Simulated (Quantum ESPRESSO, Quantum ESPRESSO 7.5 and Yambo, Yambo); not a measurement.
**Quasiparticle gap of InF3 (R-3c) in Yambo**

How does a plane-wave GW calculation on InF3 (R-3c) run from the first input to the gap?

Method: LDA and many-body steps on it, plane waves, in Quantum ESPRESSO 7.5 and Yambo 5.3.0.

This is a report of a sequence of runs, with most program output left out.

## (1) Set-up

The structure is trigonal, space group R-3c (No. 167). The conventional cell has a = 5.204 Å, b = 5.204 Å, c = 14.723 Å, α = 90.00°, β = 90.00°, γ = 120.00°. Nearest to In lie 6 F at 2.08 Å. Nearest to F lie 2 In at 2.08 Å. Farther neighbours and most contacts between anions are not listed.

The cell and positions are those that the Materials Project relaxed with its own functionals (PBE, PBE+U or r2SCAN), kept fixed.

## (2) Ground state

This step: Quantum ESPRESSO 7.5; DFT, LDA, plane waves, norm-conserving pseudopotentials.

The ground-state density comes first.

Input file pw.in:

```
&control
  calculation = 'scf'
  prefix = 'x'
  outdir = 'o'
  pseudo_dir = 'pseudo'
/
&system
  ibrav = 0
  nat = 8
  ntyp = 2
  ecutwfc = 80.0
  nbnd = 50
  force_symmorphic = .true.
/
&electrons
  conv_thr = 1e-10
  electron_maxstep = 80
  mixing_beta = 0.5
/
ATOMIC_SPECIES
  In 114.82 In.upf
  F 18.998 F.upf
CELL_PARAMETERS angstrom
  2.6021411829 1.5023469124 4.9075061345
  -2.6021411829 1.5023469124 4.9075061345
  0.0000000000 -3.0046938249 4.9075061345
ATOMIC_POSITIONS crystal
  In 0.5000000000 0.5000000000 0.5000000000
  In 0.0000000000 0.0000000000 0.0000000000
  F 0.3957092200 0.7500000000 0.1042907800
  F 0.7500000000 0.1042907800 0.3957092200
  F 0.8957092200 0.6042907800 0.2500000000
  F 0.2500000000 0.8957092200 0.6042907800
  F 0.6042907800 0.2500000000 0.8957092200
  F 0.1042907800 0.3957092200 0.7500000000
K_POINTS automatic
  6 6 6 0 0 0
```

Started as:

```sh
$ OMP_NUM_THREADS=1 mpirun -n 8 pw.x -nk 8 -in pw.in > pw.out
```

It took 46 s on 8 MPI ranks of Arm Neoverse V2, shared host; peak memory 1.3 GiB; 6 min of CPU time.

Numbers from this step:

| Quantity | Value |
| --- | --- |
| total energy | -14867.6823 eV |
| gap | 4.009 eV |
| k of the valence top | 0, -0.5, -0.5 |
| k of the conduction bottom | 0, 0, 0 |
| least direct gap | 4.042 eV |

The gap is indirect, with the least direct gap 0.03 eV higher.

## (3) Bands along the symmetry lines

Levels along a band path, at the cheap level, show where the edges lie and whether the meshes to come will hold them.

Input file pw.in:

```
&control
  calculation = 'bands'
  prefix = 'x'
  outdir = 'o'
  pseudo_dir = 'pseudo'
/
&system
  ibrav = 0
  nat = 8
  ntyp = 2
  ecutwfc = 80.0
  nbnd = 48
  force_symmorphic = .true.
/
&electrons
  conv_thr = 1e-9
  electron_maxstep = 80
  diago_full_acc = .true.
  diago_thr_init = 5e-6
/
ATOMIC_SPECIES
  In 114.82 In.upf
  F 18.998 F.upf
CELL_PARAMETERS angstrom
  2.6021411829 1.5023469124 4.9075061345
  -2.6021411829 1.5023469124 4.9075061345
  0.0000000000 -3.0046938249 4.9075061345
ATOMIC_POSITIONS crystal
  In 0.5000000000 0.5000000000 0.5000000000
  In 0.0000000000 0.0000000000 0.0000000000
  F 0.3957092200 0.7500000000 0.1042907800
  F 0.7500000000 0.1042907800 0.3957092200
  F 0.8957092200 0.6042907800 0.2500000000
  F 0.2500000000 0.8957092200 0.6042907800
  F 0.6042907800 0.2500000000 0.8957092200
  F 0.1042907800 0.3957092200 0.7500000000
K_POINTS crystal
  59
  0.00000000 0.00000000 0.00000000 1
  0.06250000 0.06250000 0.06250000 1
  0.12500000 0.12500000 0.12500000 1
  0.18750000 0.18750000 0.18750000 1
  0.25000000 0.25000000 0.25000000 1
  0.31250000 0.31250000 0.31250000 1
  0.37500000 0.37500000 0.37500000 1
  0.43750000 0.43750000 0.43750000 1
  0.50000000 0.50000000 0.50000000 1
  0.53385691 0.46614309 0.50000000 1
  0.56771382 0.43228618 0.50000000 1
  0.60157073 0.39842927 0.50000000 1
  0.63542764 0.36457236 0.50000000 1
  0.66928455 0.33071545 0.50000000 1
  0.70314146 0.29685854 0.50000000 1
  0.73699837 0.26300163 0.50000000 1
  0.77085528 0.22914472 0.50000000 1
  0.50000000 -0.22914472 0.22914472 1
  0.50000000 -0.20050163 0.20050163 1
  0.50000000 -0.17185854 0.17185854 1
  0.50000000 -0.14321545 0.14321545 1
  0.50000000 -0.11457236 0.11457236 1
  0.50000000 -0.08592927 0.08592927 1
  0.50000000 -0.05728618 0.05728618 1
  0.50000000 -0.02864309 0.02864309 1
  0.50000000 0.00000000 0.00000000 1
  0.43750000 0.00000000 0.00000000 1
  0.37500000 0.00000000 0.00000000 1
  0.31250000 0.00000000 0.00000000 1
  0.25000000 0.00000000 0.00000000 1
  0.18750000 0.00000000 0.00000000 1
  0.12500000 0.00000000 0.00000000 1
  0.06250000 0.00000000 0.00000000 1
  0.00000000 0.00000000 0.00000000 1
  0.04557154 -0.04557154 0.00000000 1
  0.09114309 -0.09114309 0.00000000 1
  0.13671464 -0.13671464 0.00000000 1
  0.18228618 -0.18228618 0.00000000 1
  0.22785772 -0.22785772 0.00000000 1
  0.27342927 -0.27342927 0.00000000 1
  0.31900081 -0.31900081 0.00000000 1
  0.36457236 -0.36457236 -0.00000000 1
  0.63542764 0.00000000 0.36457236 1
  0.61849919 0.00000000 0.38150081 1
  0.60157073 0.00000000 0.39842927 1
  0.58464227 0.00000000 0.41535773 1
  0.56771382 0.00000000 0.43228618 1
  0.55078536 0.00000000 0.44921464 1
  0.53385691 0.00000000 0.46614309 1
  0.51692845 0.00000000 0.48307154 1
  0.50000000 0.00000000 0.50000000 1
  0.43750000 0.00000000 0.43750000 1
  0.37500000 0.00000000 0.37500000 1
  0.31250000 0.00000000 0.31250000 1
  0.25000000 0.00000000 0.25000000 1
  0.18750000 0.00000000 0.18750000 1
  0.12500000 0.00000000 0.12500000 1
  0.06250000 0.00000000 0.06250000 1
  0.00000000 0.00000000 0.00000000 1
```

Run time: 16 s. Hardware: 8 MPI ranks; peak memory 0.95 GiB.

This step gave:

| Quantity | Value |
| --- | --- |
| gap | 4.009 eV |
| k of the valence top | 0.5, 0, 0.5 |
| k of the conduction bottom | 0, 0, 0 |
| least direct gap | 4.042 eV |

The gap is 4.009 eV, as in the run before at this level.

Electronic bands along the path, in eV, zero at the top of the highest filled band:

```
     point  band 39  band 40  band 41  band 42  band 43  band 44  band 45  band 46
         Γ    -0.18    -0.18    -0.03    -0.03     4.01     9.42    10.42    11.52
   halfway    -0.18    -0.18    -0.05    -0.05     4.78     8.22    11.14    11.80
         T    -0.12    -0.12    -0.12    -0.12     6.43     6.43    11.71    11.71
   halfway    -0.21    -0.21    -0.14    -0.14     6.78     6.78    10.66    10.66
        H2    -0.18    -0.18    -0.09    -0.09     7.09     7.09    10.03    10.03
jump to H0    -0.18    -0.18    -0.09    -0.09     7.09     7.09    10.03    10.03
   halfway    -0.26    -0.26    -0.10    -0.10     6.80     6.80    10.54    10.54
         L    -0.26    -0.26    -0.13    -0.13     6.61     6.61    11.02    11.02
   halfway    -0.28    -0.27    -0.11    -0.05     4.88     8.40    10.95    11.04
         Γ    -0.18    -0.18    -0.03    -0.03     4.01     9.42    10.42    11.52
   halfway    -0.23    -0.19    -0.16    -0.03     5.19     8.20    10.46    11.32
        S0    -0.22    -0.18    -0.14    -0.03     6.85     7.23     9.89    10.62
jump to S2    -0.22    -0.18    -0.14    -0.03     6.85     7.23     9.89    10.62
   halfway    -0.21    -0.19    -0.16    -0.01     6.61     7.83     9.71    10.51
         F    -0.25    -0.20    -0.15     0.00     6.54     8.08     9.59    10.49
   halfway    -0.27    -0.16    -0.14    -0.09     5.10     8.53    10.55    10.74
         Γ    -0.18    -0.18    -0.03    -0.03     4.01     9.42    10.42    11.52
```

## (4) Empty states on the mesh, 4×4×4 mesh, 120 bands

The sums over transitions need many empty states on a uniform mesh; this step solves for them.

Input file pw.in:

```
&control
  calculation = 'nscf'
  prefix = 'x'
  outdir = 'o'
  pseudo_dir = 'pseudo'
/
&system
  ibrav = 0
  nat = 8
  ntyp = 2
  ecutwfc = 80.0
  nbnd = 120
  force_symmorphic = .true.
/
&electrons
  conv_thr = 1e-9
  electron_maxstep = 80
  diago_full_acc = .true.
  diago_thr_init = 5e-6
/
ATOMIC_SPECIES
  In 114.82 In.upf
  F 18.998 F.upf
CELL_PARAMETERS angstrom
  2.6021411829 1.5023469124 4.9075061345
  -2.6021411829 1.5023469124 4.9075061345
  0.0000000000 -3.0046938249 4.9075061345
ATOMIC_POSITIONS crystal
  In 0.5000000000 0.5000000000 0.5000000000
  In 0.0000000000 0.0000000000 0.0000000000
  F 0.3957092200 0.7500000000 0.1042907800
  F 0.7500000000 0.1042907800 0.3957092200
  F 0.8957092200 0.6042907800 0.2500000000
  F 0.2500000000 0.8957092200 0.6042907800
  F 0.6042907800 0.2500000000 0.8957092200
  F 0.1042907800 0.3957092200 0.7500000000
K_POINTS automatic
  4 4 4 0 0 0
```

Started as:

```sh
$ OMP_NUM_THREADS=1 mpirun -n 8 pw.x -nk 4 -in pw.in > pw.out
```

Elapsed: 21 s, on 8 MPI ranks; peak memory 0.87 GiB; 2.7 min of CPU time.

Numbers from this step:

```yaml
gap: 4.009 eV
k_of_the_valence_top: 0, -0.5, -0.5
k_of_the_conduction_bottom: 0, 0, 0
least_direct_gap: 4.042 eV
k_points_computed: 14
lowest_point_of_the_top_converged_band_above_the_valence_top: 45.07 eV
```

On this mesh the gap is 4.009 eV.

## (5) Conversion and set-up

This step: Yambo 5.3.0; conversion and set-up on LDA, plane waves, norm-conserving pseudopotentials.

The states are converted to the many-body program's format and the q mesh is built.

Started as:

```sh
$ (cd o/x.save; p2y > p2y.log; mv SAVE ../..); yambo > setup.log
```

It took 2.9 s on 1 MPI rank; peak memory 0.25 GiB.

## (6) Screening and self-energy, 4×4×4 mesh, 120 bands, screening to 88.4 eV

Now the one-shot GW correction: screening in the RPA, then the self-energy of the levels asked for.

This step: G0W0 on LDA, plane waves, norm-conserving pseudopotentials.

Input file gw1.in:

```
HF_and_locXC
gw0
dyson
ppa
em1d
rim_cut
RandQpts= 1000000
RandGvec= 1 RL
EXXRLvcs= 80 Ry
VXCRLvcs= 320 Ry
Chimod= "HARTREE"
% BndsRnXp
 1 | 120 |
%
NGsBlkXp= 6.5 Ry
% LongDrXp
 1 | 1 | 1 |
%
% GbndRnge
 1 | 120 |
%
DysSolver= "n"
ExtendOut
PPAPntXp= 27.21138 eV
% QPkrange
 7 | 7 | 41 | 44 |
 1 | 1 | 41 | 44 |
%
```

Started as:

```sh
$ OMP_NUM_THREADS=2 mpirun -n 4 yambo -F gw1.in -J gw1 -C gw1 > gw1.log
```

The job ended after 6.3 min (4 MPI ranks; peak memory 6.3 GiB).

Numbers from this step:

| Item | Value |
| --- | --- |
| G0W0 gap on the points computed | 7.872 eV |
| starting gap on the mesh | 4.009 eV |
| k of the valence top | 0, -0.5, -0.5 |
| k of the conduction bottom | 0, 0, 0 |
| least direct G0W0 gap on the computed points | 7.923 eV |
| Z at the valence top | 0.7984 |
| Z at the conduction bottom | 0.8698 |

The gap on the mesh goes from 4.01 eV to 7.87 eV, a correction of +3.86 eV.

Limits: finite bands, cutoff and mesh; no spin-orbit coupling. v1 is the top filled band, c1 the lowest empty one. The levels before and after the correction (eV, zero at the valence-band top of each column):

|  | conduction bottom | valence top |
| --- | --- | --- |
| Kohn-Sham | 4.01 | 0.00 |
| G0W0 | 7.87 | 0.00 |

|  | level | energy (eV) |
| --- | --- | --- |
| Kohn-Sham | Γ v2-v1 | -0.032 |
| Kohn-Sham | Γ c1 | 4.009 |
| Kohn-Sham | Γ c2 | 9.417 |
| Kohn-Sham | (0 -0.5 -0.5) v2 | -0.152 |
| Kohn-Sham | (0 -0.5 -0.5) v1 | 0.000 |
| Kohn-Sham | (0 -0.5 -0.5) c1 | 6.535 |
| Kohn-Sham | (0 -0.5 -0.5) c2 | 8.084 |
| G0W0 | Γ v2-v1 | -0.051 |
| G0W0 | Γ c1 | 7.872 |
| G0W0 | Γ c2 | 14.237 |
| G0W0 | (0 -0.5 -0.5) v2 | -0.009 |
| G0W0 | (0 -0.5 -0.5) v1 | 0.000 |
| G0W0 | (0 -0.5 -0.5) c1 | 10.916 |
| G0W0 | (0 -0.5 -0.5) c2 | 12.789 |

## (7) Where the time went

Times are wall times on the hardware named with each run. The host was busy with other work, so they are no guide to cost.

```csv
step,time,share,memory (GiB)
ground state,46 s,10 %,1.3
bands along the symmetry lines,16 s,3 %,0.95
empty states on the mesh,21 s,4 %,0.87
conversion and set-up,2.9 s,1 %,0.25
screening and self-energy,6.3 min,82 %,6.3
```

## (8) What came out

```json
{"LDA gap": "4.01 eV, indirect (only 32 meV under the direct gap)", "G0W0 gap on the mesh": "7.87 eV", "GW settings": "4×4×4 mesh, 120 bands, screening to 88.4 eV, Godby-Needs plasmon pole", "known limits": "not at the basis limit; no spin-orbit coupling"}
```

In words: G0W0 moves the gap on the mesh from 4.01 eV to 7.87 eV (+3.86 eV), with Z of 0.80 and 0.87 at the edges. Only 2 of the mesh's irreducible points were corrected, so a valley elsewhere could overtake. The dearest step here is «screening and self-energy». Bands and cutoff are finite, so the gap is not at the basis limit. The miss can reach some tenths of an eV and take either sign; the mesh is an error of its own. In the G0W0 run levels were corrected at 2 k points alone, so a gap called «on the mesh» is the least over those, and an edge elsewhere would be missed. The many-body steps are scalar-relativistic: spin-orbit coupling is not in them.

[Paths, hosts, dates, memory and timing lines, banners, echoed tables and standing remarks are left out of the program output.]

[Logs are printed without paths, hosts, clocks, repeated set-up lines and the standing remarks that a program may print on its own settings, such as how far it seeks lower states.]

[Runs of the session that timed out or met a known fault of the program may be left out.]

[Hosts, paths, dates, database ids (printed as entryN), source tags and the programs' standing remarks are cut or masked in the printed files.]
